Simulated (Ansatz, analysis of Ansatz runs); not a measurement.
**Reproducing a measured hyperfine coupling: NV- centre in diamond**

How near does this set-up come to the measured hyperfine coupling? Subject: NV- centre in diamond. Set-up: r2SCAN, 64-site cell, r2SCAN lattice, 500 eV, k: the single point 1/4 1/4 1/4 then 2x2x2 shifted 0.5 0.5 0.5. The model is a cell of 64 host atoms with 1 site emptied and N put on another atom's site. The isotropic coupling follows from the spin density at the nucleus, the nuclear g-factor and the total spin. A meta-GGA costs about twice a GGA and mends lattice constants and part of the gap.

Measured beforehand: 14N, isotropic: -2.51 MHz at 300 K, by EPR (room temperature) (“Hyperfine interaction in the ground state of the negatively charged nitrogen vacancy center in diamond”, 2009, S. Felton et al.). The runs below try to reproduce this.

Main program and level: Ansatz 0.2.0; plane-wave PAW DFT, r2SCAN; relaxation of all atoms of a defect supercell.

## Step 1: The structure

The cell holds 63 atoms: 62 C and 1 N. Cell: a = 7.121 Å, b = 7.121 Å, c = 7.121 Å, α = 90.0°, β = 90.0°, γ = 90.0°. It derives from C (space group Fd-3m). Nearest the centre at fractional (0.375, 0.375, 0.375): C26 at 1.54 Å, C48 at 1.54 Å, C41 at 1.54 Å, N4 at 1.54 Å, C52 at 2.52 Å, C45 at 2.52 Å, C30 at 2.52 Å, C14 at 2.52 Å. The cell carries charge −1.

The host's primitive cell comes from a first run (plane-wave PAW DFT, r2SCAN; relaxation of the host's cell and atoms): vectors of 2.517, 2.517 and 2.517 Å. That is 5.64 Å³ an atom, 0.5 % under the diffraction cell's volume. The supercell is built on it.

## Step 2: Relaxation, charge −1

Every later number rests on the structure around the defect, so the atoms are relaxed at the host's lattice first.

relax/input.yaml reads:

```yaml
relax:
  f_tol: 0.02
  max_steps: 80
  random_displacement: { amplitude: 0.02, seed: 817 }
crystal:
  lattice:
    - [7.12053982, 0.0, 0.0]
    - [0.0, 7.12053982, 0.0]
    - [0.0, 0.0, 7.12053982]
  atoms:
    - { symbol: C, position: [0.0, 0.0, 0.25] }
    - { symbol: C, position: [0.0, 0.25, 0.0] }
    - { symbol: C, position: [0.25, 0.0, 0.0] }
    - { symbol: "N", position: [0.25, 0.25, 0.25] }
    - { symbol: C, position: [0.125, 0.125, 0.375] }
    - { symbol: C, position: [0.125, 0.375, 0.125] }
    - { symbol: C, position: [0.375, 0.125, 0.125] }
    - { symbol: C, position: [0.0, 0.0, 0.75] }
    - { symbol: C, position: [0.0, 0.25, 0.5] }
    - { symbol: C, position: [0.25, 0.0, 0.5] }
    - { symbol: C, position: [0.25, 0.25, 0.75] }
    - { symbol: C, position: [0.125, 0.125, 0.875] }
    - { symbol: C, position: [0.125, 0.375, 0.625] }
    - { symbol: C, position: [0.375, 0.125, 0.625] }
    - { symbol: C, position: [0.375, 0.375, 0.875] }
    - { symbol: C, position: [0.0, 0.5, 0.25] }
    - { symbol: C, position: [0.0, 0.75, 0.0] }
    - { symbol: C, position: [0.25, 0.5, 0.0] }
    - { symbol: C, position: [0.25, 0.75, 0.25] }
    - { symbol: C, position: [0.125, 0.625, 0.375] }
    - { symbol: C, position: [0.125, 0.875, 0.125] }
    - { symbol: C, position: [0.375, 0.625, 0.125] }
    - { symbol: C, position: [0.375, 0.875, 0.375] }
    - { symbol: C, position: [0.0, 0.5, 0.75] }
    - { symbol: C, position: [0.0, 0.75, 0.5] }
    - { symbol: C, position: [0.25, 0.5, 0.5] }
    - { symbol: C, position: [0.25, 0.75, 0.75] }
    - { symbol: C, position: [0.125, 0.625, 0.875] }
    - { symbol: C, position: [0.125, 0.875, 0.625] }
    - { symbol: C, position: [0.375, 0.625, 0.625] }
    - { symbol: C, position: [0.375, 0.875, 0.875] }
    - { symbol: C, position: [0.5, 0.0, 0.25] }
    - { symbol: C, position: [0.5, 0.25, 0.0] }
    - { symbol: C, position: [0.75, 0.0, 0.0] }
    - { symbol: C, position: [0.75, 0.25, 0.25] }
    - { symbol: C, position: [0.625, 0.125, 0.375] }
    - { symbol: C, position: [0.625, 0.375, 0.125] }
    - { symbol: C, position: [0.875, 0.125, 0.125] }
    - { symbol: C, position: [0.875, 0.375, 0.375] }
    - { symbol: C, position: [0.5, 0.0, 0.75] }
    - { symbol: C, position: [0.5, 0.25, 0.5] }
    - { symbol: C, position: [0.75, 0.0, 0.5] }
    - { symbol: C, position: [0.75, 0.25, 0.75] }
    - { symbol: C, position: [0.625, 0.125, 0.875] }
    - { symbol: C, position: [0.625, 0.375, 0.625] }
    - { symbol: C, position: [0.875, 0.125, 0.625] }
    - { symbol: C, position: [0.875, 0.375, 0.875] }
    - { symbol: C, position: [0.5, 0.5, 0.25] }
    - { symbol: C, position: [0.5, 0.75, 0.0] }
    - { symbol: C, position: [0.75, 0.5, 0.0] }
    - { symbol: C, position: [0.75, 0.75, 0.25] }
    - { symbol: C, position: [0.625, 0.625, 0.375] }
    - { symbol: C, position: [0.625, 0.875, 0.125] }
    - { symbol: C, position: [0.875, 0.625, 0.125] }
    - { symbol: C, position: [0.875, 0.875, 0.375] }
    - { symbol: C, position: [0.5, 0.5, 0.75] }
    - { symbol: C, position: [0.5, 0.75, 0.5] }
    - { symbol: C, position: [0.75, 0.5, 0.5] }
    - { symbol: C, position: [0.75, 0.75, 0.75] }
    - { symbol: C, position: [0.625, 0.625, 0.875] }
    - { symbol: C, position: [0.625, 0.875, 0.625] }
    - { symbol: C, position: [0.875, 0.625, 0.625] }
    - { symbol: C, position: [0.875, 0.875, 0.875] }
total_charge: -1
basis:
  ecutwfc: 500
  xc_grid: 2
hamiltonian:
  xc: r2scan
kpoints:
  mp_grid: { grid: [1, 1, 1], shift: [0.25, 0.25, 0.25] }
magnetization:
  spin_polarized: true
  initial_magnetization: 2
  spin_locking: { lock_magnetization: hard }
scf:
  occupations: { method: fermi_dirac, width: 0.01 }
  max_iter: 120
output:
  forces: true
checkpoint:
  write: "../relax.run"
  compress: false
  write_wavefunctions: true
  write_every: 100000
```

Command:

```console
ansatz run input.yaml --threads 2 --pin off --max-ram 3768MiB --backend cpu --events-out ev --progress --plain --runs-dir out
```

Numbers of over 12 decimals in the logs are rounded to 6 here.

Output:

```text
[... repeated set-up lines and file paths are left out, and long positions are rounded to six places ...]
Warning: This run holds its total moment fixed (magnetization.spin_locking.lock_magnetization: hard) and mixes its density by anderson or broyden (scf.mixing.algorithm, typed or taken by auto). [...]
Engine: ansatz 0.2.0, aarch64-unknown-linux-gnu
Pseudopotentials: kind: paw
Pseudopotential: C, paw, valence charge 4, recommended cutoff 500 eV (meta_gga), C.paw.azcp
Pseudopotential: N, paw, valence charge 5, recommended cutoff 500 eV (meta_gga), N.paw.azcp
Functional definition: r2SCAN
  parameter k0 = 0.174
  parameter k1 = 0.065
  parameter a1 = 4.9479
  exchange = r2scan_x(k0 = k0, k1 = k1, a1 = a1)
  correlation = r2scan_c
Crystal: 63 atoms, lattice volume = 361.026 Å³
Basis set: ecut = 500 eV, 9093 PW (Γ), exchange–correlation on 108×108×108 points (8 copies of the dense FFT grid, shifted against one another)
Bands: 191, of which v1, the nominal top of the filled ones, is band 127 counted from 1 (126 counted from 0)
Symmetry: 1 space group operations
k-points: 1
Non-local potential: C, projectors of the file, l = 0: 2, l = 1: 2, l = 2: 1
Non-local potential: N, projectors of the file, l = 0: 2, l = 1: 2, l = 2: 1
PAW form: soft (Blöchl's): semilocal exchange-correlation on the pseudo side does not see the compensation charge
PAW frozen core: C, regenerated for the run's functional (the file was generated under x = pbe(κ = 0.804, μ = 0.219515), c = pbe(β = 0.066725))
PAW frozen core: N, regenerated for the run's functional (the file was generated under x = pbe(κ = 0.804, μ = 0.219515), c = pbe(β = 0.066725))
PAW one-centre angular grid: C, 302 points (default); XC on 239 of its mesh's 2573 points in the sphere
PAW one-centre angular grid: N, 302 points (default); XC on 160 Gauss nodes
Initial density: superposition of atomic densities (chi_scale 0.1, normalization cell, long waves kept (reshape's long-wave potential 0.21 eV rms))
Starting moments: Σ|m| = 2 μB on 63 of 63 sites
Initial wavefunctions: pseudopotential atomic-orbital guess
Functional: x = r2scan, c = r2scan; τ floored in thin density (d = 2e-4 eV/Å³)
SCF iter   1: F=—  HF=-15963.770815 eV  |F-HF|=—  |Δ(HF+E_count)|=         —  Δρ=6.97e-2 (↑6.97e-2 ↓6.82e-2)  dr2=4.74e1  dr2_τ=3.74e0  dr2_m=6.22e-1  M=2.000 μB ∫|m|=2.002 μB  β_m=1.20  ethr=3.10e-3  ⟨swp⟩=7.0  Hψ=1650  notcnv=0  defer=36
preconditioner: auto → Resta (q_TF=auto, 2.573 Å⁻¹)  ε∞=4.0  [insulator: Δε(μ)=1.225 eV  Ē_g=17.939 eV  σ=0.010 eV  W_gap=1.00  n_scr=92 (ndim 8)  ℏωp=31.1 eV  f_vac=0.000  D(μ)=0.00/eV (n_scr^D=0)  ε∞_Penn≈4.0]
spin=Collinear: Resta preconditioning applied to the charge; magnetization (m = ρ↑ − ρ↓) channel mixes plain (no charge-response kernel on spin).
SCF iter   2: F=—  HF=-15962.553145 eV  |F-HF|=—  |Δ(HF+E_count)|=    1.22e0  Δρ=4.98e-2 (↑4.98e-2 ↓4.97e-2)  dr2=2.56e1  dr2_τ=1.30e-1  dr2_m=1.08e-2  M=2.000 μB ∫|m|=2.229 μB  β_m=1.20  ethr=3.10e-3  ⟨swp⟩=3.0  Hψ=685  notcnv=0  defer=111  κ⁻¹=1.0e0(r=1)
SCF iter   3: F=—  HF=-15960.225932 eV  |F-HF|=—  |Δ(HF+E_count)|=    2.33e0  Δρ=2.24e-2 (↑2.22e-2 ↓2.24e-2)  dr2=5.25e0  dr2_τ=2.92e-2  dr2_m=1.18e-2  M=2.000 μB ∫|m|=2.385 μB  β_m=1.20  ethr=3.10e-3  ⟨swp⟩=3.5  Hψ=631  notcnv=0  defer=111  κ⁻¹=2.1e-1(r=2)
SCF iter   4: F=—  HF=-15959.585978 eV  |F-HF|=—  |Δ(HF+E_count)|=   6.40e-1  Δρ=5.02e-3 (↑5.02e-3 ↓4.84e-3)  dr2=2.02e-1  dr2_τ=3.32e-3  dr2_m=3.32e-3  M=2.000 μB ∫|m|=2.386 μB  β_m=1.20  ethr=2.07e-3  ⟨swp⟩=3.0  Hψ=628  notcnv=0  defer=111  κ⁻¹=4.3e-3(r=3)
SCF iter   5: F=—  HF=-15959.712114 eV  |F-HF|=—  |Δ(HF+E_count)|=   1.26e-1  Δρ=2.65e-3 (↑2.55e-3 ↓2.65e-3)  dr2=4.00e-2  dr2_τ=9.46e-4  dr2_m=1.24e-3  M=2.000 μB ∫|m|=2.317 μB  β_m=1.20  ethr=7.94e-5  ⟨swp⟩=3.5  Hψ=601  notcnv=0  defer=111  κ⁻¹=1.2e-3(r=4)
SCF iter   6: F=—  HF=-15959.760721 eV  |F-HF|=—  |Δ(HF+E_count)|=   4.86e-2  Δρ=1.14e-3 (↑1.12e-3 ↓1.14e-3)  dr2=6.35e-3  dr2_τ=2.07e-4  dr2_m=1.45e-4  M=2.000 μB ∫|m|=2.315 μB  β_m=1.20  ethr=1.57e-5  ⟨swp⟩=3.0  Hψ=497  notcnv=0  defer=111  κ⁻¹=3.4e-4(r=5)
SCF iter   7: F=—  HF=-15959.767487 eV  |F-HF|=—  |Δ(HF+E_count)|=   6.77e-3  Δρ=5.83e-4 (↑5.83e-4 ↓5.75e-4)  dr2=1.87e-3  dr2_τ=4.87e-5  dr2_m=9.04e-6  M=2.000 μB ∫|m|=2.324 μB  β_m=1.20  ethr=2.50e-6  ⟨swp⟩=2.0  Hψ=539  notcnv=0  defer=111  κ⁻¹=4.6e-5(r=6)
SCF iter   8: F=—  HF=-15959.768550 eV  |F-HF|=—  |Δ(HF+E_count)|=   1.06e-3  Δρ=1.18e-4 (↑1.18e-4 ↓1.18e-4)  dr2=1.09e-4  dr2_τ=2.11e-6  dr2_m=3.61e-6  M=2.000 μB ∫|m|=2.328 μB  β_m=1.20  ethr=7.36e-7  ⟨swp⟩=2.0  Hψ=542  notcnv=0  defer=111  κ⁻¹=4.2e-6(r=7)
SCF iter   9: F=—  HF=-15959.768617 eV  |F-HF|=—  |Δ(HF+E_count)|=   6.70e-5  Δρ=4.59e-5 (↑4.53e-5 ↓4.59e-5)  dr2=1.74e-5  dr2_τ=2.54e-7  dr2_m=2.33e-7  M=2.000 μB ∫|m|=2.327 μB  β_m=1.20  ethr=4.27e-8  ⟨swp⟩=2.0  Hψ=492  notcnv=0  defer=111  κ⁻¹=1.2e-6(r=8)
SCF iter  10: F=-15959.768671 eV  HF=-15959.768658 eV  |F-HF|=1.38e-5  |Δ(HF+E_count)|=   4.05e-5  Δρ=2.24e-5 (↑2.11e-5 ↓2.24e-5)  dr2=3.40e-6  dr2_τ=4.35e-8  dr2_m=6.42e-8  M=2.000 μB ∫|m|=2.325 μB  ethr=3.94e-9  ⟨swp⟩=4.0  Hψ=1018  notcnv=0
SCF 1 converged in 10 iterations: F = -15959.768671 eV  dr2 = 3.40e-6
  greatest PAW one-centre occupation: 0.804 electrons in one spin orbital (limit 2), on the N atom at site 3 (counted from 0), in its partial waves of l = 0
relax step   1: F+E_penalty+E_count = -15959.76867146 eV  Δ(F+E_penalty+E_count) = +0.000e0 eV  max|allowed force component| = 2.224e0 eV/Å  Δτ_max = 0.0000 Å  (10 SCF iters, dr2 threshold 1.00e-5 eV, accepted)
[... the SCF cycles and remarks between the steps are left out from here to the last step ...]
relax step   2: F+E_penalty+E_count = -15960.68293539 eV  Δ(F+E_penalty+E_count) = -9.143e-1 eV  max|allowed force component| = 9.615e-1 eV/Å  Δτ_max = 0.1133 Å  (7 SCF iters, dr2 threshold 1.00e-4 eV, accepted)
relax step   3: F+E_penalty+E_count = -15960.88007409 eV  Δ(F+E_penalty+E_count) = -1.971e-1 eV  max|allowed force component| = 5.768e-1 eV/Å  Δτ_max = 0.0453 Å  (6 SCF iters, dr2 threshold 5.78e-5 eV, accepted)
relax step   4: F+E_penalty+E_count = -15960.90715482 eV  Δ(F+E_penalty+E_count) = -2.708e-2 eV  max|allowed force component| = 4.843e-2 eV/Å  Δτ_max = 0.0215 Å  (5 SCF iters, dr2 threshold 6.22e-5 eV, accepted)
relax step   5: F+E_penalty+E_count = -15960.90715608 eV  Δ(F+E_penalty+E_count) = -1.253e-6 eV  max|allowed force component| = 4.713e-2 eV/Å  Δτ_max = 0.0000 Å  (4 SCF iters, accepted)
SCF iter   1: F=—  HF=-15960.906705 eV  |F-HF|=—  |Δ(HF+E_count)|=         —  Δρ=1.69e-4 (↑1.69e-4 ↓1.66e-4)  dr2=1.74e-4  dr2_τ=1.15e-4  dr2_m=4.93e-6  M=2.000 μB ∫|m|=2.389 μB  β_m=1.20  ethr=5.79e-7  ⟨swp⟩=5.0  Hψ=918  notcnv=0  defer=114
SCF iter   2: F=—  HF=-15960.906802 eV  |F-HF|=—  |Δ(HF+E_count)|=   9.75e-5  Δρ=1.12e-4 (↑1.12e-4 ↓1.12e-4)  dr2=6.85e-5  dr2_τ=8.68e-7  dr2_m=8.97e-8  M=2.000 μB ∫|m|=2.389 μB  β_m=1.20  ethr=6.85e-8  ⟨swp⟩=2.0  Hψ=583  notcnv=0  defer=114  κ⁻¹=1.0e0(r=1)
SCF iter   3: F=—  HF=-15960.907461 eV  |F-HF|=—  |Δ(HF+E_count)|=   6.59e-4  Δρ=6.15e-5 (↑6.15e-5 ↓6.12e-5)  dr2=1.82e-5  dr2_τ=2.16e-7  dr2_m=2.89e-8  M=2.000 μB ∫|m|=2.389 μB  β_m=1.20  ethr=2.70e-8  ⟨swp⟩=2.0  Hψ=412  notcnv=0  defer=114  κ⁻¹=1.1e-1(r=2)
SCF iter   4: F=—  HF=-15960.907461 eV  |F-HF|=—  |Δ(HF+E_count)|=   5.51e-7  Δρ=2.16e-5 (↑2.14e-5 ↓2.16e-5)  dr2=2.98e-6  dr2_τ=2.45e-8  dr2_m=8.95e-9  M=2.000 μB ∫|m|=2.389 μB  β_m=1.20  ethr=7.15e-9  ⟨swp⟩=2.0  Hψ=521  notcnv=0  defer=114  κ⁻¹=4.7e-3(r=3)
SCF iter   5: F=—  HF=-15960.907462 eV  |F-HF|=—  |Δ(HF+E_count)|=   6.12e-8  Δρ=6.09e-6 (↑6.09e-6 ↓6.01e-6)  dr2=2.37e-7  dr2_τ=3.87e-9  dr2_m=1.06e-8  M=2.000 μB ∫|m|=2.389 μB  β_m=1.20  ethr=1.17e-9  ⟨swp⟩=3.0  Hψ=524  notcnv=0  defer=114  κ⁻¹=1.2e-3(r=4)
SCF iter   6: F=-15960.907462 eV  HF=-15960.907462 eV  |F-HF|=5.67e-9  |Δ(HF+E_count)|=   6.26e-8  Δρ=2.94e-6 (↑2.88e-6 ↓2.94e-6)  dr2=7.12e-8  dr2_τ=1.14e-9  dr2_m=5.52e-10  M=2.000 μB ∫|m|=2.389 μB  ethr=3.94e-11  ⟨swp⟩=4.0  Hψ=932  notcnv=0
SCF 6 converged in 6 iterations: F = -15960.907462 eV  dr2 = 7.12e-8
relax step   6: F+E_penalty+E_count = -15960.90746162 eV  Δ(F+E_penalty+E_count) = -3.055e-4 eV  max|allowed force component| = 1.161e-2 eV/Å  Δτ_max = 0.0034 Å  (6 SCF iters, accepted)
NSCF: frozen V_eff on 1 k-points
the band table was solved once a step of the walk had ended and its energy, with any forces and stress, was formed, with the checks that follow a solve (1866 applications of the Hamiltonian). They found nothing against the state; [...]
iter 1 solved again at ethr=2.81e-11 eV; its pass at ethr=3.10e-3 eV (dr2=7.14e-8 eV) is discarded
SCF iter   1: F=—  HF=-15960.907462 eV  |F-HF|=—  |Δ(HF+E_count)|=         —  Δρ=2.93e-6 (↑2.88e-6 ↓2.93e-6)  dr2=7.12e-8  dr2_τ=1.14e-9  dr2_m=5.47e-10  M=2.000 μB ∫|m|=2.389 μB  β_m=1.20  ethr=2.81e-11  ⟨swp⟩=1.0  Hψ=1062  notcnv=0
SCF iter   2: F=-15960.907462 eV  HF=-15960.907462 eV  |F-HF|=6.34e-9  |Δ(HF+E_count)|=   8.42e-9  Δρ=2.14e-6 (↑2.12e-6 ↓2.14e-6)  dr2=3.82e-8  dr2_τ=5.95e-10  dr2_m=2.58e-11  M=2.000 μB ∫|m|=2.389 μB  ethr=2.80e-11  ⟨swp⟩=3.0  Hψ=734  notcnv=0
SCF 7 converged in 2 iterations: F = -15960.907462 eV  dr2 = 3.82e-8
NSCF: frozen V_eff on 1 k-points
the band table was solved once a step of the walk had ended and its energy, with any forces and stress, was formed, with the checks that follow a solve (1367 applications of the Hamiltonian). They found nothing against the state; [...]
SCF converged after 2 iterations
Stability not checked: this state was not tested for a lower state beside it, because the mixer in use, unlike msr1, does not test its closes by its own steps (another_mixer; see scf.mixing.algorithm and scf.lower_state_search)
Magnetization: 2.0000 μB (128.0000 up, 126.0000 down)
Absolute magnetization: 2.3892 μB (∫|ρ↑−ρ↓|, with the PAW one-centre terms)
Spin contamination: 0.0169 ħ² per cell (⟨S²⟩ above its minimum at these occupations)
Per-site moments (μB) at R_I (Å): [(0.00156774, 0.630800), (0.00156861, 0.630819), (0.00156857, 0.630815), [... 60 left out ...]
Free energy (F): -15960.907462 eV
Harris-Foulkes:  -15960.907462 eV  (|F-HF|=6.34e-9)
Internal energy: -15960.907462 eV  (E = F + TS)
E sigma→0 (E₀):  -15960.907462 eV
Fermi energy:    15.499364 (↑ 16.391141, ↓ 15.054561) eV
--- Per-component energies (eV) ---
  E_band       = 907.897082
  E_kinetic    = 5872.093743
  E_local      = -4119.856762  (includes V_loc(G=0)·N_el)
  E_nonlocal   = 1680.604131
  E_hartree    = 945.124979
  E_xc         = -3043.331665
  E_vxc        = -4208.442368  (∫ρ·V_xc dr)
  E_paw        = -6375.561744  (= ΣΔE_a)
  E_vpaw       = -429.590122  (= ΣTr[D̂ρ^β])
  E_aug_tail   = 0.000281  (compensation charges beyond the density's cutoff)
  E_vtau       = 222.837718  (kinetic-family band-sum trace: ∫τ·v_τ [+ j·A + Jᵃ·Aᵃ] dr)
  E_ewald      = -10918.414889
  E_core_change = -1.565536  (= ΣΔE_core)
  E_smearing   = -0.000000  (= −TS)
  E_closure    = 0.000000  (closes the sum)
  E_deformation_potential = -21.309523  (in the stress; not in F)
  Σ components = -15960.907462   (vs F -15960.907462, Δ=0.00e0)
--- Forces (eV/Å), atoms counted from 1 ---
  atom   1  C     -0.00188473    -0.00309261     0.00308085
  atom   2  C     -0.00205675     0.00360148    -0.00209626
  [... 1 atom left out ...]
  atom   4  N      0.00986900     0.01168976    -0.00967224
  atom   5  C     -0.00583720    -0.00414742     0.00612332
  atom   6  C     -0.00822938     0.00410920     0.00011767
  atom   7  C      0.00792930    -0.01033347    -0.00102143
  [... 5 atoms left out ...]
  atom  13  C     -0.00067103     0.00346604    -0.00257525
  [... 2 atoms left out ...]
  atom  16  C      0.00693900    -0.00392063    -0.00119251
  [... 5 atoms left out ...]
  atom  22  C      0.00340233    -0.00166135    -0.00051841
  [... 3 atoms left out ...]
  atom  26  C     -0.00186910     0.00270546     0.00250294
  [... 14 atoms left out ...]
  atom  41  C      0.00288033    -0.00203926     0.00191139
  [... 6 atoms left out ...]
  atom  48  C      0.00322728     0.00238463    -0.00109088
  [... 15 atoms left out ...]
  max |Σ_I F_I| component: 8.97e-3 eV/Å
--- Band table (eV) ---
  k-point 0 ↑: bands = ["-9.4265", "-8.4072", "-8.0931", "-8.0931", [... 183 left out ...] "23.4654", "23.8907", "23.8909", "24.0256"]
  k-point 0 ↓: bands = ["-9.4066", "-8.3851", "-8.0613", "-8.0612", [... 183 left out ...] "23.5401", "24.0297", "24.0299", "24.1401"]
--- Relaxed structure (6 steps of the walk, 6 accepted, 0 SCFs on fresh bases) ---
  F+E_penalty+E_count = -15960.90746162 eV   max|allowed force component| = 1.161e-2 eV/Å
  atoms:
    - { symbol: C, position: [-0.001267, -0.001500, 0.249730] }
    - { symbol: C, position: [-0.001256, 0.249390, -0.001158] }
    [... 1 atom left out ...]
    - { symbol: N, position: [0.239236, 0.239000, 0.239411] }
    - { symbol: C, position: [0.125709, 0.125467, 0.369296] }
    - { symbol: C, position: [0.125725, 0.368948, 0.125820] }
    - { symbol: C, position: [0.369169, 0.125498, 0.125824] }
    [... 5 atoms left out ...]
    - { symbol: C, position: [0.127804, 0.376210, 0.623331] }
    [... 2 atoms left out ...]
    - { symbol: C, position: [0.002082, 0.497591, 0.251306] }
    [... 5 atoms left out ...]
    - { symbol: C, position: [0.376450, 0.622994, 0.127905] }
    [... 3 atoms left out ...]
    - { symbol: C, position: [0.244623, 0.508364, 0.508702] }
    [... 14 atoms left out ...]
    - { symbol: C, position: [0.508602, 0.244382, 0.508711] }
    [... 6 atoms left out ...]
    - { symbol: C, position: [0.508599, 0.508364, 0.244724] }
    [... 15 atoms left out ...]
```

The job ended after 2.8 min (2 threads of Arm Neoverse V1, shared host; peak memory 1.3 GiB; 5.4 min of CPU time).

Step by step:

```
step  energy less that of the first step (eV)  largest force component (eV/Å)
   1                                   0.0000                          2.2237
   2                                  -0.9143                          0.9615
   3                                  -1.1114                          0.5768
   4                                  -1.1385                          0.0484
   5                                  -1.1385                          0.0471
   6                                  -1.1388                          0.0116
```

The atoms that moved most (Å, from the sites as typed, ahead of the random displacement):

```csv
atom,dx,dy,dz,length
N4,-0.077,-0.077,-0.077,0.133
C41,0.061,-0.039,0.061,0.094
C48,0.061,0.061,-0.039,0.094
C26,-0.039,0.061,0.061,0.094
C7,-0.042,0.005,0.005,0.042
C6,0.005,-0.042,0.005,0.042
C5,0.005,0.005,-0.042,0.042
C36,-0.013,0.020,0.010,0.026
```

Neighbours of the ideal centre at the end:

```
atom  distance (Å)
 C48         1.633
 C26         1.634
 C41         1.636
  N4         1.675
 C22         2.493
 C20         2.493
 C37         2.494
 C13         2.495
 C36         2.496
 C14         2.496
  C6         2.510
  C7         2.511
  C5         2.512
 C52         2.514
 C30         2.515
 C45         2.516
```

This step gave:

* free energy: -15960.9075 eV
* total moment: 2 μB
* integral of the absolute spin density: 2.389 μB
* spin contamination: 0.01687

The relaxation ends 18 meV an atom lower than the displaced start, with a largest force component of 0.012 eV/Å.

[end of part 1 of 2]

[Logs are printed without paths, hosts, clocks, repeated set-up lines and the standing remarks that a program may print on its own settings, such as how far it seeks lower states.]

[Hosts, paths, dates, database ids (printed as entryN), source tags and the programs' standing remarks are cut or masked in the printed files.]

[For some hosts the program warned that the k-mesh of the response run may be too coarse for force constants and the static dielectric constant; such warnings are not shown here.]
